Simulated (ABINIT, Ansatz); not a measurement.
# Cl (Cmce): G0W0 with ABINIT, start to end

Wanted: ground state, empty states, screening and self-energy for Cl (Cmce).

Main program and level: ABINIT 10.8.3; PBE and many-body steps on it, plane waves.

### 1. The starting structure

It takes space group Cmce (No. 64, orthorhombic). Conventional cell: a = 6.290 Å, b = 4.500 Å, c = 8.210 Å, α = 90.00°, β = 90.00°, γ = 90.00°. Nearest to Cl lie 1 Cl at 2.02 Å.

The cell and positions come from the Crystallography Open Database and are kept as given unless a step says otherwise.

### 2. Ground state

This step: ABINIT 10.8.3; DFT, PBE, plane waves, norm-conserving pseudopotentials.

The ground-state density comes first.

Input file run.abi:

```
acell 3*1.0 Angstrom
rprim 
  3.145000000000 -2.250000000000 0.000000000000
  3.145000000000 2.250000000000 0.000000000000
  0.000000000000 0.000000000000 8.210000000000
ntypat 1
znucl 17
natom 4
typat 1 1 1 1
xred 
  0.870000000000 0.130000000000 0.100000000000
  0.630000000000 0.370000000000 0.600000000000
  0.130000000000 0.870000000000 0.900000000000
  0.370000000000 0.630000000000 0.400000000000
pp_dirpath "pseudos"
pseudos "Cl.upf"
ecut 25
ngkpt 6 6 4
nshiftk 1
shiftk 0 0 0
kptopt 1
chksymbreak 0
nband 20
occopt 1
tolvrs 1e-10
nstep 60
prtwf 0
optforces 0
optstress 0
indata_prefix "in"
outdata_prefix "out"
tmpdata_prefix "tmp"
```

Launch:

```
OMP_NUM_THREADS=1 mpirun -n 4 abinit run.abi > log
```

Numbers of over 12 decimals in the logs are rounded to 6 here.

What it wrote:

```text
.Version 10.8.3 of ABINIT. v10.8.2 released Aug 2026.

 Symmetries : space group Cm c a (# 64); Bravais oC (1-face-center ortho.)
================================================================================
 Values of the parameters that define the memory need of the present run
     intxc =       0    ionmov =       0      iscf =       7    lmnmax =       6
     lnmax =       6     mgfft =      72  mpssoang =       3    mqgrid =    3493
     natom =       4  nloc_mem =       1    nspden =       1   nspinor =       1
    nsppol =       1      nsym =       8    n1xccc =    2501    ntypat =       1
    occopt =       1   xclevel =       2
-    mband =          20        mffmem =           1         mkmem =          10
       mpw =        4710          nfft =       93312          nkpt =          39
================================================================================
  Rough estimation (10% accuracy) of disk space for files :
================================================================================

--------------------------------------------------------------------------------
------------- Echo of variables that govern the present computation ------------
--------------------------------------------------------------------------------
 -outvars: echo values of preprocessed input variables --------
            acell      1.8897261259E+00  1.8897261259E+00  1.8897261259E+00 Bohr

      chksymbreak           0
             ecut      2.50000000E+01 Hartree
-          fftalg         312

              ixc     -101130
              kpt      0.00000000E+00  0.00000000E+00  0.00000000E+00
                       1.66666667E-01  0.00000000E+00  0.00000000E+00
                       3.33333333E-01  0.00000000E+00  0.00000000E+00
                       5.00000000E-01  0.00000000E+00  0.00000000E+00
                       1.66666667E-01  1.66666667E-01  0.00000000E+00
                       3.33333333E-01  1.66666667E-01  0.00000000E+00
                       5.00000000E-01  1.66666667E-01  0.00000000E+00
                      -3.33333333E-01  1.66666667E-01  0.00000000E+00
                      -1.66666667E-01  1.66666667E-01  0.00000000E+00
   [... 28 further rows ...]
                      -3.33333333E-01  3.33333333E-01  5.00000000E-01
                       5.00000000E-01  5.00000000E-01  5.00000000E-01
         kptrlatt        6    0    0      0    6    0      0    0    4
          kptrlen      4.38451851E+01
P           mkmem          10
            natom           4
            nband          20
            ngfft          36      36      72
             nkpt          39
            nstep          60
             nsym           8
           ntypat           1
              occ      2.000000  2.000000  2.000000  2.000000  2.000000  2.000000
                       2.000000  2.000000  2.000000  2.000000  2.000000  2.000000
                       2.000000  2.000000  0.000000  0.000000  0.000000  0.000000
                       0.000000  0.000000
        optforces           0
        optstress           0
            prtwf           0
            rprim      3.1450000000E+00 -2.2500000000E+00  0.0000000000E+00
[...]
spgroup          64

           tolvrs      1.00000000E-10

             xred      8.7000000000E-01  1.3000000000E-01  1.0000000000E-01
[...]
znucl       17.00000

================================================================================

 chkinp: Checking input parameters for consistency.

================================================================================
== DATASET  1 ==================================================================
-   mpi_nproc: 4, omp_nthreads: 1 (-1 if OMP is not activated)

--- !DatasetInfo
iteration_state: {dtset: 1, }
dimensions: {natom: 4, nkpt: 39, mband: 20, nsppol: 1, nspinor: 1, nspden: 1, mpw: 4710, }
cutoff_energies: {ecut:  25.0, pawecutdg:  -1.0, }
electrons: {nelect:   2.80000000E+01, charge:   0.00000000E+00, occopt:   1.00000000E+00, tsmear:   1.00000000E-02, }

 Real(R)+Recip(G) space primitive vectors, cartesian coordinates (Bohr,Bohr^-1):
 R(1)=  5.9431887 -4.2518838  0.0000000  G(1)=  0.0841299 -0.1175949  0.0000000
 R(2)=  5.9431887  4.2518838  0.0000000  G(2)=  0.0841299  0.1175949  0.0000000
 R(3)=  0.0000000  0.0000000 15.5146515  G(3)=  0.0000000  0.0000000  0.0644552
 Unit cell volume ucvol=  7.8410265E+02 bohr^3
 Angles (23,13,12)=  9.00000000E+01  9.00000000E+01  7.11614758E+01 degrees

 getcut: wavevector=  0.0000  0.0000  0.0000  ngfft=  36  36  72
         ecut(hartree)=     25.000   => boxcut(ratio)=   2.06184

--- Pseudopotential description ------------------------------------------------
- Cl Generated using ONCVPSP code by D. R. Hamann
- 17.00000   7.00000  171031                  znucl, zion, pspdat
12 -101130 2 -1 1028                          pspcod,pspxc,lmax,lloc,mmax
     nproj     2     2     2
  pspatm : epsatm=    9.12776517
         --- l  ekb(1:nproj) -->
[...]
pspatm: atomic psp has been read  and splines computed

   1.02230970E+03                                ecore*ucvol(ha*bohr**3)
--------------------------------------------------------------------------------

_setup2: Arith. and geom. avg. npw (full set) are    4682.410    4682.398

================================================================================

--- !BeginCycle
iteration_state: {dtset: 1, }
solver: {iscf: 7, nstep: 60, nline: 4, wfoptalg: 0, }
tolerances: {tolvrs: 1.00E-10, }

     iter   Etot(hartree)      deltaE(h)  residm     vres2
 ETOT  1  -65.563016520983    -6.556E+01 3.387E-02 2.238E+01
 ETOT  2  -65.589223611204    -2.621E-02 7.050E-03 1.956E+00
 ETOT  3  -65.589587263899    -3.637E-04 4.864E-03 1.545E-01
 ETOT  4  -65.589621889147    -3.463E-05 2.148E-03 4.225E-02
 ETOT  5  -65.589627101151    -5.212E-06 9.614E-04 1.292E-03
 ETOT  6  -65.589627199638    -9.849E-08 2.168E-03 7.950E-05
 ETOT  7  -65.589627205584    -5.946E-09 6.894E-04 1.991E-06
 ETOT  8  -65.589627205738    -1.539E-10 6.133E-04 2.591E-07
 ETOT  9  -65.589627205778    -4.023E-11 3.831E-04 4.428E-09
 ETOT 10  -65.589627205780    -2.018E-12 2.141E-04 2.506E-10
 ETOT 11  -65.589627205780     3.979E-13 1.255E-04 5.578E-12

 At SCF step   11       vres2   =  5.58E-12 < tolvrs=  1.00E-10 =>converged.

--- !ResultsGS
iteration_state: {dtset: 1, }
comment   : Summary of ground state results
lattice_vectors:
- [  5.9431887,  -4.2518838,   0.0000000, ]
- [  5.9431887,   4.2518838,   0.0000000, ]
- [  0.0000000,   0.0000000,  15.5146515, ]
lattice_lengths: [   7.30753,    7.30753,   15.51465, ]
lattice_angles: [ 90.000,  90.000,  71.161, ] # degrees, (23, 13, 12)
lattice_volume:   7.8410265E+02
convergence: {deltae:  3.979E-13, res2:  5.578E-12, residm:  1.255E-04, diffor:  0.000E+00, }
etotal    :  -6.55896272E+01
entropy   :   0.00000000E+00
fermie    :  -3.02756789E-02
cartesian_stress_tensor: null
pressure_GPa: null
xred      :
- [  8.7000E-01,   1.3000E-01,   1.0000E-01, Cl]
- [  6.3000E-01,   3.7000E-01,   6.0000E-01, Cl]
- [  1.3000E-01,   8.7000E-01,   9.0000E-01, Cl]
- [  3.7000E-01,   6.3000E-01,   4.0000E-01, Cl]
cartesian_forces: null
force_length_stats: {min: null, max: null, mean: null, }

 Integrated electronic density in atomic spheres:
 ------------------------------------------------
 Atom  Sphere_radius  Integrated_density
[...]
4        2.00000          4.99274342
================================================================================

 ----iterations are completed or convergence reached----

 Mean square residual over all n,k,spin=   23.421E-08; max=  12.545E-05
 reduced coordinates (array xred) for    4 atoms
       0.870000000000      0.130000000000      0.100000000000
       0.630000000000      0.370000000000      0.600000000000
       0.130000000000      0.870000000000      0.900000000000
       0.370000000000      0.630000000000      0.400000000000
 rms dE/dt=  0.0000E+00; max dE/dt=  0.0000E+00; dE/dt below (all hartree)
    1       0.000000000000      0.000000000000      0.000000000000
    2       0.000000000000      0.000000000000      0.000000000000
    3       0.000000000000      0.000000000000      0.000000000000
    4       0.000000000000      0.000000000000      0.000000000000

 cartesian coordinates (angstrom) at end:
    1      3.145000    -1.665000     0.821000
    2      3.145000    -0.585000     4.926000
    3      3.145000     1.665000     7.389000
    4      3.145000     0.585000     3.284000
 length scales=  1.889726125908  1.889726125908  1.889726125908 bohr
              =  1.000000000000  1.000000000000  1.000000000000 angstroms
 prteigrs : about to open file out_EIG
 Fermi (or HOMO) energy (hartree) =  -0.03028   Average Vxc (hartree)=  -0.28844
 Eigenvalues (hartree) for nkpt=  39  k points:
 kpt#   1, nband= 20, wtk=  0.00694, kpt=  0.0000  0.0000  0.0000 (reduced coord)
  -0.64091   -0.63353   -0.49406   -0.47435   -0.22600   -0.19657   -0.12661   -0.12203
  -0.10941   -0.10909   -0.05601   -0.04507   -0.03565   -0.03234    0.06046    0.08112
   0.22390    0.24601    0.29106    0.33966
 prteigrs : prtvol=0 or 1, do not print more k-points.

--- !EnergyTerms
iteration_state     : {dtset: 1, }
comment             : Components of total free energy in Hartree
kinetic             :  2.21312281786965E+01
hartree             :  1.26113106288626E+01
xc                  : -1.77898133417970E+01
Ewald energy        : -4.52935173226236E+01
psp_core            :  1.30379574154858E+00
local_psp           : -4.74110710612943E+01
non_local_psp       :  8.85843997082735E+00
total_energy        : -6.55896272057799E+01
total_energy_eV     : -1.78478467962638E+03
band_energy         : -6.75520836384862E+00

== END DATASET(S) ==============================================================
================================================================================

 -outvars: echo values of variables after computation  --------
           etotal     -6.5589627206E+01
            nband          20
             nkpt          39
          spgroup          64
 [... the other variables as echoed above ...]

 Calculation completed.
```

Run time: 80 s. Hardware: 4 MPI ranks of Intel Xeon Platinum 8259CL at 2.50GHz (Skylake/Cascade Lake), shared host; peak memory 0.41 GiB.

Numbers from this step:

| Item | Value |
| --- | --- |
| total energy | -1784.7847 eV |
| gap | 2.469 eV |
| k of the valence top | 0.5, 0.5, 0 |
| k of the conduction bottom | 0, 0, 0 |
| least direct gap | 2.525 eV |

The gap is indirect, with the least direct gap 0.06 eV higher.

(Part 1 of 3 ends here.)

[Paths, hosts, dates, memory and timing lines, banners, echoed tables and standing remarks are left out of the program output.]

[Logs are printed without paths, hosts, clocks, repeated set-up lines and the standing remarks that a program may print on its own settings, such as how far it seeks lower states.]

[Runs of the session that timed out or met a known fault of the program may be left out.]

[Hosts, paths, dates, database ids (printed as entryN), source tags and the programs' standing remarks are cut or masked in the printed files.]

[G0W0 gaps are taken among the corrected bands and points alone; a level outside them can change the order at an edge.]

[Where Ansatz stands beside ABINIT at settings called matched, ABINIT's density can come from a denser mesh and the files from another edition; pairs whose starting gaps differed by over 0.03 eV were left out, so agreement reads better than it is.]
